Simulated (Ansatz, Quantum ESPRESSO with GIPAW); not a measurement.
## Shieldings and field gradients in KMgF3

What would the 19F NMR spectrum of KMgF3 look like, and which site gives which line?

Main program and level: Quantum ESPRESSO with GIPAW 8.0dev (patched build); DFT, PBE, plane-wave PAW (pslibrary 1.0.0 recipes), scalar-relativistic, GIPAW; a patched development version of the program.

This is a report of a sequence of runs, with most program output left out.

## (1) The structure

It takes space group Pm-3m (No. 221, cubic). Conventional cell: a = 3.986 Å, b = 3.986 Å, c = 3.986 Å, α = 90.00°, β = 90.00°, γ = 90.00°. Nearest to K lie 12 F at 2.82 Å. Nearest to Mg lie 6 F at 1.99 Å. Nearest to F lie 2 Mg at 1.99 Å and 4 K at 2.82 Å. Farther neighbours and most contacts between anions are not listed.

The cell is an entry of the Crystallography Open Database; it need not be the form that is stable at ambient conditions.

## (2) Ground state

The shielding is a linear response of the occupied states, which this run provides. It is converged far beyond what an energy needs, since the response uses the wavefunctions themselves. No empty states are asked for: the response is solved without them. The mesh has a spacing of 0.40 Å⁻¹ at most. The PAW files were made with ld1.x from the pslibrary 1.0.0 recipes, with GIPAW reconstruction switched on (the recipe of F slightly mended, as the packaged one fails to give a sound file).

The input, scf.in:

```
&control
  calculation = 'scf'
  prefix = 'x'
  outdir = './tmp/'
  pseudo_dir = './'
/
&system
  ibrav = 0
  nat = 5
  ntyp = 3
  ecutwfc = 65
  ecutrho = 390
  nbnd = 20
/
&electrons
  conv_thr = 1.0d-10
  mixing_beta = 0.7
  electron_maxstep = 100
/
ATOMIC_SPECIES
  K 39.098 K.pbe-spn-kjpaw_psl.1.0.0-gipaw.UPF
  Mg 24.305 Mg.pbe-spnl-kjpaw_psl.1.0.0-gipaw.UPF
  F 18.998 F.pbe-n-kjpaw_psl.1.0.0-gipaw.UPF
CELL_PARAMETERS angstrom
  3.98590000 0.00000000 0.00000000
  0.00000000 3.98590000 0.00000000
  0.00000000 0.00000000 3.98590000
ATOMIC_POSITIONS crystal
  K 0.50000000 0.50000000 0.50000000
  Mg 0.00000000 0.00000000 0.00000000
  F 0.00000000 0.00000000 0.50000000
  F 0.00000000 0.50000000 0.00000000
  F 0.50000000 0.00000000 0.00000000
K_POINTS automatic
  4 4 4 1 1 1
```

Launch:

```sh
$ mpirun -np 4 pw.x -nk 4 -in scf.in > scf.out
```

It took 7.8 s on 4 MPI ranks of Arm Neoverse V1, shared host; peak memory 0.59 GiB; 31 s of CPU time.

It converged in 10 cycles to an estimated accuracy of 3e-11 Ry, on 4 irreducible k-points.

## (3) Magnetic response

The job finds the current that a weak uniform field induces (applied as a long wave, q_gipaw) and the field that this current makes at each nucleus. On atoms with p or d valence electrons much of the paramagnetic part arises close to the nucleus, where the PAW partial waves rebuild the true states. pawproj makes the reconstruction use the PAW data sets' own projectors.

The input, nmr.in:

```
&inputgipaw
  job = 'nmr'
  prefix = 'x'
  tmp_dir = './tmp/'
  restart_mode = 'from_scratch'
  verbosity = 'low'
  q_gipaw = 0.01
  spline_ps = .true.
  conv_threshold = 1.0d-11
  use_nmr_macroscopic_shape = .false.
  pawproj(1) = .true.
  pawproj(2) = .true.
  pawproj(3) = .true.
/
```

Launch:

```sh
$ mpirun -np 4 gipaw.x -in nmr.in > nmr.out
```

It took 37 s on 4 MPI ranks; peak memory 0.37 GiB; 2.5 min of CPU time.

The f-sum rule is met to 0.0029 of 34.3 (0.008 %). Converged shieldings require that this miss be small, but a small miss does not prove them.

From the symmetric part of each tensor, with principal values σ11 ≤ σ22 ≤ σ33: σ_iso is their mean, the span is σ33 − σ11 and the skew 3(σ_iso − σ22)/span. (gipaw.x prints an anisotropy in another convention.)

| site | atom no. | atoms in cell | σ_iso (ppm) | span (ppm) | skew |
| --- | --- | --- | --- | --- | --- |
| K | 1 | 1 | 1185.4 | 0.0 | - |
| Mg | 2 | 1 | 560.6 | 0.0 | - |
| F | 3 | 3 | 333.6 | 5.9 | 1.00 |

The macroscopic shape term is switched off. For a spherical sample the valence susceptibility of this run would add about 9 ppm to every site, a rough estimate, since the susceptibility converges slowly and lacks part of the PAW terms. Differences within the crystal don't depend on it, but shieldings of different compounds can't be compared to better than a few ppm without it.

K and Mg sit on cubic site symmetry, where the tensor must be isotropic. An axis of order three or more runs through F, so two principal values coincide and the skew is ±1. In this run the largest span is that of F (site symmetry 4/mmm), with principal values 331.7, 331.7 and 337.5 ppm.

How the isotropic values are made up (ppm). The core part is that of the free atom's core; bare is the current of the smooth valence states; the last two are what the PAW spheres add to the diamagnetic and the paramagnetic current:

| site | core | bare | reconstruction, dia | reconstruction, para |
| --- | --- | --- | --- | --- |
| K | 1193.4 | 119.0 | -4.1 | -123.0 |
| Mg | 412.8 | 94.0 | 169.9 | -116.1 |
| F | 306.4 | 96.8 | 43.4 | -112.9 |

The quadrupolar nuclei (25Mg and 39K) sit on sites where the field gradient vanishes by symmetry, so they have no quadrupolar coupling.

## (4) Sites, surroundings and shifts

A shielding is counted from the bare nucleus and a shift from a reference compound, with the opposite sign. A fitted line does better than one reference, as its slope takes up part of the functional's error.

Shifts follow from reference lines fitted to measured solids with this functional and these files. 19F: δ = (115.5 − σ) / 1.179, zero at CFCl3, fitted to 7 measured values, from BaF2, CdF2, KF, LiF, MgF2, NaF and ZnF2, with a scatter of 6.5 ppm r.m.s. (CaF2 fall off this line, as semilocal functionals put their cations' empty d or f shells too low, and are left out), on σ without the shape term. Kinds of site that fitted badly were split off after the misses were seen, so the scatter is that of the points kept.

Covalently bonded atoms count as neighbours within 1.18 times the sum of their radii. Otherwise a cation's neighbours lie within 1.2 times its shortest bond (1.3 for large cations, each anion's radius taken off where they differ), and an anion's are the cations that count it.

| site | atom no. | atoms in cell | surroundings | bonds (Å) | δ_iso (ppm) |
| --- | --- | --- | --- | --- | --- |
| K | 1 | 1 | KF12 | 2.818 | - |
| Mg | 2 | 1 | MgF6 | 1.993 | - |
| F | 3 | 3 | bound to Mg2K4 | 1.99 to 2.82 | -185.0 |

Simulated spectrum, 19F MAS at 60 kHz, 14.1 T (565.1 MHz), lines broadened by 2 ppm; rigid lattice, with dipolar and J couplings left out: a single narrow line at -185.0 ppm.

## (5) What the settings change

Each row names what was changed: another mesh tests the sampling of the zone; non-relativistic files show the scalar-relativistic share; another functional shows how far the paramagnetic term hangs on the exchange-correlation form.

Changes of σ_iso (ppm) against the run above (PBE, cutoffs 65 and 390 Ry, mesh 4×4×4, 3 min). Times are CPU times of pw.x and gipaw.x together, on 4 MPI ranks of Arm Neoverse V1, shared host; on a shared host they are rough.

| run | CPU time | f-sum miss | K | Mg | F |
| --- | --- | --- | --- | --- | --- |
| mesh 5×5×5 | 6.4 min | 0.0030 | -0.1 | -0.0 | -0.2 |
| non-relativistic files | 3.1 min | 0.0029 | -6.8 | -0.8 | -0.4 |
| PBEsol | 3.1 min | 0.0026 | -9.2 | -4.3 | -7.5 |
| Wu-Cohen | 3.1 min | 0.0027 | -6.9 | -2.9 | -5.9 |

The largest move is -9.2 ppm, on K, from PBEsol.

## (6) What goes wrong with a poor setting

One more run, with a slip of the kind that is easily made.

Edit scf.in of step 2 so:

```diff
@@ -10,4 +10,4 @@
   ntyp = 3
-  ecutwfc = 65
-  ecutrho = 390
+  ecutwfc = 35
+  ecutrho = 70
   nbnd = 20
```

Launch:

```sh
$ mpirun -np 4 pw.x -nk 4 -in scf.in > scf.out
```

This SCF reached its threshold; then the response:

nmr.in is that of step 3.

Launch:

```sh
$ mpirun -np 4 gipaw.x -in nmr.in > nmr.out
```

Wall time 13 s (4 MPI ranks); peak memory 0.24 GiB.

The run ends without an error, but the fault (a lowered wave cutoff with a density cutoff of only 2 times it) moves σ_iso of Mg by -35.8 ppm (both without the shape term); the f-sum rule is missed by 0.53 electrons. Its numbers are not to be used. The smooth density needs four times the wave cutoff, and augmentation charges more.

## (7) Summary of results

| Item | Value |
| --- | --- |
| 19F shift | -185.0 ppm |
| 25Mg shielding without shape term | 560.6 ppm |
| 39K shielding without shape term | 1185.4 ppm |

**Reading.** 19F has one site (bound to Mg2K4), with isotropic shift -185.0 ppm. Going to mesh 5×5×5 changes no isotropic shielding by more than 0.17 ppm, so the main run is converged in that respect. A higher cutoff was not carried through on these files. The largest change with the functional is 9.2 ppm in absolute shielding; part of that drops out once each functional has its own reference line. This build of gipaw.x prints that it is not audited and that its numbers are no references by themselves. It also reports spline_ps as false although the input sets it; why was not traced.

[Logs are printed without paths, hosts, clocks, repeated set-up lines and the standing remarks that a program may print on its own settings, such as how far it seeks lower states.]

[Hosts, paths, dates, database ids (printed as entryN), source tags and the programs' standing remarks are cut or masked in the printed files.]

[Where no reference line passes its bar on scatter, no shift is given, so a measured shift of this compound may stand uncompared.]
